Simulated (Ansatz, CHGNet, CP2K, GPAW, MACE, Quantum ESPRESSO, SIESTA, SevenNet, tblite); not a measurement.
**Running Ta(100)/ZrC(100) interface (56 atoms) with CP2K**

How do the settings of CP2K change the result for Ta(100)/ZrC(100) interface (56 atoms)? A plane-wave run serves as the yardstick.

Program: CP2K 2026.2. Level of theory: the method is named at each step. Results are calculated unless marked as measured.

**1. The starting structure**

The cell holds 56 atoms: 24 Ta, 16 Zr and 16 C. Its edges and angles: a = 13.619 Å, b = 6.606 Å, c = 11.983 Å, α = 90.0°, β = 90.0°, γ = 104.0°. Bcc Ta(100), 3 repeat layers, 8 surface cells, strained -0.00 and +0.00 %; rock-salt ZrC(100), 2 layers, 8 cells, -0.57 and -0.57 %; outer planes 3.13 Å apart and 3.19 Å at the second interface of the periodic stack; not relaxed, displaced by a Gaussian of 0.02 Å. Then every atom was moved at random, 0.02 Å r.m.s. a Cartesian component. Regions: Ta, 24 atoms (24 Ta); ZrC, 32 atoms (16 Zr and 16 C). The structure's axis is c.

The yardstick, on the same geometry:

- method: Kohn-Sham DFT, PBE, SSSP efficiency 1.3.0 pseudopotentials, plane waves (Quantum ESPRESSO 7.5); sssp-pbe-1.3.0-efficiency, cutoffs 45/360 Ry, Γ point
- r.m.s. force component: 0.4797 eV/Å
- longest force: 1.573 eV/Å
- pressure: -12.06 GPa
- time: 3.3 min on 4 MPI ranks of Arm Neoverse V1, shared host
- CPU time: 13 min

**2. PBE, DZVP-UZH, 600/50 Ry, diagonalisation**

Method: Kohn-Sham DFT, PBE, GTH-PBE pseudopotentials, Gaussian and plane waves, DZVP-MOLOPT (UZH set), diagonalisation.

Input file input.inp:

```
&GLOBAL
  PROJECT cell
  RUN_TYPE ENERGY_FORCE
  PRINT_LEVEL LOW
&END GLOBAL
&FORCE_EVAL
  METHOD QS
  STRESS_TENSOR ANALYTICAL
  &DFT
    BASIS_SET_FILE_NAME BASIS_MOLOPT_UZH
    POTENTIAL_FILE_NAME POTENTIAL_UZH
    &MGRID
      CUTOFF 600
      REL_CUTOFF 50
      NGRIDS 5
    &END MGRID
    &QS
      EPS_DEFAULT 1.0E-12
    &END QS
    &SCF
      SCF_GUESS ATOMIC
      EPS_SCF 1.0E-06
      MAX_SCF 200
      ADDED_MOS 42
      &DIAGONALIZATION
        ALGORITHM STANDARD
      &END DIAGONALIZATION
      &SMEAR ON
        METHOD FERMI_DIRAC
        ELECTRONIC_TEMPERATURE [K] 580
      &END SMEAR
      &MIXING
        METHOD BROYDEN_MIXING
        ALPHA 0.15
        NBROYDEN 8
      &END MIXING
      &PRINT
        &RESTART OFF
        &END RESTART
      &END PRINT
    &END SCF
    &XC
      &XC_FUNCTIONAL PBE
      &END XC_FUNCTIONAL
    &END XC
    &PRINT
      &MULLIKEN ON
      &END MULLIKEN
      &HIRSHFELD ON
        SHAPE_FUNCTION DENSITY
      &END HIRSHFELD
      &MO ON
        EIGENVALUES T
        OCCUPATION_NUMBERS T
        MO_INDEX_RANGE 273 296
        &EACH
          QS_SCF 0
        &END EACH
        ADD_LAST NUMERIC
      &END MO
    &END PRINT
  &END DFT
  &SUBSYS
    &CELL
      A 13.61860 0.00000 0.00000
      B -1.60219 6.40876 0.00000
      C 0.00000 0.00000 11.98281
    &END CELL
    &TOPOLOGY
      COORD_FILE_NAME structure.xyz
      COORD_FILE_FORMAT XYZ
    &END TOPOLOGY
    &KIND Ta
      BASIS_SET DZVP-MOLOPT-PBE-GTH-q13
      POTENTIAL GTH-PBE-q13
    &END KIND
    &KIND Zr
      BASIS_SET DZVP-MOLOPT-PBE-GTH-q12
      POTENTIAL GTH-PBE-q12
    &END KIND
    &KIND C
      BASIS_SET DZVP-MOLOPT-PBE-GTH-q4
      POTENTIAL GTH-PBE-q4
    &END KIND
  &END SUBSYS
  &PRINT
    &FORCES ON
    &END FORCES
    &STRESS_TENSOR ON
    &END STRESS_TENSOR
  &END PRINT
&END FORCE_EVAL
```

Input file structure.xyz:

```xyz
56

Ta 9.58581 2.35894 11.90528
Ta 7.59284 3.66587 1.62882
Ta 6.41510 1.58771 3.33038
Ta 8.81232 5.53569 0.01270
Ta 8.40840 0.38677 1.65435
Ta 5.62353 4.77087 3.28317
Ta 6.40781 1.57438 0.01270
Ta 4.38867 2.79640 1.67771
Ta 3.19942 0.80404 3.28796
Ta 5.61185 4.81650 11.94267
Ta 3.59819 6.00462 1.64200
Ta 2.41805 4.03355 3.25693
Ta 3.25944 0.81398 11.97922
Ta 1.19126 2.06279 1.60773
Ta 0.00213 0.03506 3.27598
Ta 2.41432 3.99727 11.95837
Ta 0.39463 5.20302 1.67148
Ta 12.80793 3.23450 3.32175
Ta -1.59528 6.40184 0.06219
Ta 11.66725 1.21452 1.64081
Ta 8.80470 5.60920 3.31433
Ta -0.80631 3.22687 11.93248
Ta 10.86308 4.39692 1.63949
Ta 9.57041 2.41239 3.34129
Zr 0.03093 1.47946 6.42650
C 11.65903 2.65393 6.42482
Zr 11.59705 2.69053 8.80856
C -0.02556 1.45267 8.84727
Zr 10.44424 0.64062 6.47156
C 8.38032 1.89417 6.47024
Zr 8.37641 1.83355 8.78616
C 10.40234 0.68894 8.78352
Zr 5.63260 6.26097 6.40373
C 5.22688 1.09904 6.42195
Zr 5.19449 1.02867 8.81815
C 5.63752 6.25706 8.77130
Zr 2.36214 5.40931 6.41955
C 2.04736 0.30474 6.48630
Zr 2.01988 0.22565 8.80485
C 2.38798 5.47430 8.80449
Zr -0.76296 4.64686 6.40721
C 10.80786 5.85979 6.40805
Zr 10.83148 5.88299 8.73415
C -0.78347 4.67224 8.74386
Zr 9.61593 3.88685 6.36155
C 7.60634 5.06471 6.41020
Zr 7.61510 5.09996 8.80054
C 9.61135 3.85179 8.81240
Zr 6.43286 3.04903 6.40421
C 4.44005 4.27304 6.41140
Zr 4.43442 4.25420 8.80209
C 6.43088 3.07928 8.80820
Zr 3.17393 2.21339 6.44100
C 1.21020 3.43221 6.46676
Zr 1.21439 3.42907 8.83493
C 3.24008 2.27562 8.82570
```

On the command line:

```sh
$ OMP_NUM_THREADS=1 mpirun -np 4 cp2k.psmp -i input.inp > output.txt
```

Numbers of over 12 decimals in the logs are rounded to 6 here.

What it wrote:

```text
CP2K| version string:                                       CP2K version 2026.2
 CP2K| Input file name                                                 input.inp
 GLOBAL| Basis set file name                                    BASIS_MOLOPT_UZH
 GLOBAL| Potential file name                                       POTENTIAL_UZH
 GLOBAL| Run type                                                   ENERGY_FORCE
 GLOBAL| Total number of message passing processes                             4
 GLOBAL| Number of threads for this process                                    1
 TOTAL NUMBERS AND MAXIMUM NUMBERS
  Total number of            - Atomic kinds:                                   3
                             - Atoms:                                         56
                             - Shell sets:                                    56
                             - Shells:                                       400
                             - Primitive Cartesian functions:                336
                             - Cartesian basis functions:                   1464
                             - Spherical basis functions:                   1248
  Maximum angular momentum of- Orbital basis functions:                        3
                             - Local part of the GTH pseudopotential:          2
                             - Non-local part of the GTH pseudopotential:      4
 SCF PARAMETERS         Density guess:                                    ATOMIC
                        max_scf:                                             200
                        eps_scf:                                        1.00E-06
                        added MOs                                        42    0
                        Mixing method:                            BROYDEN_MIXING
                                                charge density mixing in g-space
                        Smear method:                                FERMI_DIRAC
                        Electronic temperature [K]:                        580.0
                        Electronic temperature [a.u.]:                  1.84E-03
                        Accuracy threshold:                             1.00E-10
 Extrapolation method: initial_guess
 Number of electrons:                                                        568
 Number of occupied orbitals:                                                284
 Number of molecular orbitals:                                               326
 Number of orbital functions:                                               1248
 Number of independent orbital functions:                                   1248
 SCF WAVEFUNCTION OPTIMIZATION
  Step     Update method      Time    Convergence         Total energy    Change
     1 NoMix/Diag. 0.15E+00    7.2     1.30743046     -2246.5604778807 -2.25E+03
     2 Broy./Diag. 0.15E+00   12.3     0.23096529     -2234.8098968812  1.18E+01
     3 Broy./Diag. 0.15E+00   12.2     0.41968027     -2236.6555133524 -1.85E+00
     4 Broy./Diag. 0.15E+00   12.2     0.12838658     -2237.8304451298 -1.17E+00
[...]
21 Broy./Diag. 0.15E+00   12.4     0.00000100     -2233.2140305868  5.06E-05
    22 Broy./Diag. 0.15E+00   12.5     0.00000063     -2233.2140190116  1.16E-05
  *** SCF run converged in    22 steps ***
  Electronic density on regular grids:       -567.9999999999        0.0000000001
  Core density on regular grids:              567.9999999994       -0.0000000006
  Total charge density on r-space grids:       -0.0000000005
  Total charge density g-space grids:          -0.0000000005
  Overlap energy of the core charge distribution:               9.07792e-09
  Self energy of the core charge distribution:              -3655.306897
  Core Hamiltonian energy:                                    808.994957
  Hartree energy:                                             897.634754
  Exchange-correlation energy:                               -284.521975
  Electronic entropic energy:                                  -0.014859
  Fermi energy:                                                 0.367822
  Total energy:                                             -2233.214019
  Total energy (extrapolated to T->0):                      -2233.206590
 MO| EIGENVALUES AND OCCUPATION NUMBERS
 MO|
 MO|  Index      Eigenvalue [a.u.]        Eigenvalue [eV]             Occupation
 MO|    273               0.349873               9.520518               1.999886
 MO|    274               0.350589               9.540009               1.999832
 MO|    275               0.351962               9.577365               1.999644
[...]
MO|    295               0.388156              10.562252               0.000031
 MO|    296               0.390634              10.629690               0.000008
 MO| Sum:                                                             568.000000
 MO| E(Fermi):            0.367822 a.u.         10.008941 eV
 !-----------------------------------------------------------------------------!
                     Mulliken Population Analysis
 #  Atom  Element  Kind  Atomic population                           Net charge
       1     Ta       1         12.835641                              0.164359
       2     Ta       1         13.098285                             -0.098285
       3     Ta       1         12.859239                              0.140761
[...]
55     Zr       2         11.752295                              0.247705
      56     C        3          4.331010                             -0.331010
 # Total charge                            568.000000                  0.000000
 !-----------------------------------------------------------------------------!
 !-----------------------------------------------------------------------------!
                           Hirshfeld Charges
  #Atom  Element  Kind  Ref Charge     Population                    Net charge
      1       Ta     1      13.000         12.870                         0.130
      2       Ta     1      13.000         13.076                        -0.076
      3       Ta     1      13.000         12.883                         0.117
[...]
55       Zr     2      12.000         11.767                         0.233
     56       C      3       4.000          4.313                        -0.313
  Total Charge                                                            0.000
 !-----------------------------------------------------------------------------!
 ENERGY| Total FORCE_EVAL ( QS ) energy [hartree]          -2233.214036
 FORCES| Atomic forces [hartree/bohr]
 FORCES|   Atom     x               y               z               |f|
 FORCES|      1  8.54424522E-03  8.81505937E-03  2.83328361E-02   3.08781314E-02
 FORCES|      2  4.00184479E-03 -2.64545052E-02  1.87816558E-03   2.68213183E-02
 FORCES|      3 -2.96093931E-03 -1.61141836E-03 -2.26156354E-02   2.28654936E-02
[...]
FORCES|     55 -3.90685932E-03  7.14829444E-03  4.96401325E-03   9.53955401E-03
 FORCES|     56 -5.26451753E-03 -1.02807493E-02 -1.37248332E-02   1.79382273E-02
 FORCES| Sum    -4.75162108E-06  3.91381859E-05 -6.46208108E-05
 FORCES| Total atomic force                                       7.56982476E-05
 STRESS| Analytical stress tensor [bar]
 STRESS|                        x                   y                   z
 STRESS|      x       -1.01197831164E+05  -5.41885196584E+03   2.16416949990E+04
 STRESS|      y       -5.41885196584E+03  -8.16138972348E+04   1.52504109439E+04
 STRESS|      z        2.16416949990E+04   1.52504109439E+04  -1.48240627601E+05
 STRESS| 1/3 Trace                                            -1.10350785333E+05
```

Run time: 5.5 min. Hardware: 4 MPI ranks of Arm Neoverse V1, shared host; peak memory 6.1 GiB.

Banners, paths, timers and routine set-up lines are dropped from the logs unmarked, and long logs keep their key lines alone; longer cuts are marked.

Numbers from this run, and their distance from the reference:

- r.m.s. force component: 0.4849 eV/Å
- r.m.s. difference of force components: 44.48 meV/Å
- longest difference of force vectors: 155.5 meV/Å
- force difference over r.m.s. force: 9.271 %
- slope of forces against the reference's: 1.006
- correlation of force components: 0.9958
- pressure: -11.04 GPa
- pressure difference: 1.022 GPa

Length of the force difference by element (eV/Å):

| element | atoms | mean | most |
| --- | --- | --- | --- |
| C | 16 | 0.031 | 0.045 |
| Ta | 24 | 0.018 | 0.029 |
| Zr | 16 | 0.14 | 0.16 |

A closer look about Ta1, which bears the longest force: 12 atoms, nearest first, numbered in the order of the input, with positions taken from that point.

```
atom      x      y      z  distance (Å)  Hirshfeld charge (e)     Fx     Fy  Fz (eV/Å)
 Ta1   0.00   0.00   0.00          0.00                  0.13   0.44   0.45       1.46
 Ta5  -1.18  -1.97   1.73          2.88                 -0.07  -0.03   0.22      -0.10
 Ta2  -1.99   1.31   1.71          2.93                 -0.08   0.21  -1.36       0.10
Ta20   2.08  -1.14   1.72          2.93                 -0.06  -0.71  -0.12      -0.06
Ta23   1.28   2.04   1.72          2.96                 -0.07  -0.64  -0.04       0.19
 Ta4  -0.77   3.18   0.09          3.27                  0.11   0.38   0.76       0.69
 Ta7  -3.18  -0.78   0.09          3.27                  0.11   0.27   0.52       0.68
 Ta4   0.83  -3.23   0.09          3.34                  0.11   0.38   0.76       0.69
Ta22   3.23   0.87   0.03          3.34                  0.12   0.29   0.27       1.08
Zr31  -1.21  -0.53  -3.12          3.39                  0.22   0.27   0.67       0.47
Ta24  -0.02   0.05   3.42          3.42                  0.12  -0.35  -0.30      -1.19
 C48   0.03   1.49  -3.09          3.43                 -0.30  -0.16   0.18      -0.60
```

Forces lie 9.3 % from the reference's, at 1.7 times its CPU time.

The difference per atom is largest on Zr (0.14 eV/Å on average, against 0.031 on C).

[end of part 1 of 2]

[Also dropped from logs without a mark: logging warnings of Python, and SIESTA's first energy breakdown and zero terms.]

[Logs are printed without paths, hosts, clocks, repeated set-up lines and the standing remarks that a program may print on its own settings, such as how far it seeks lower states.]

[Hosts, paths, dates, database ids (printed as entryN), source tags and the programs' standing remarks are cut or masked in the printed files.]
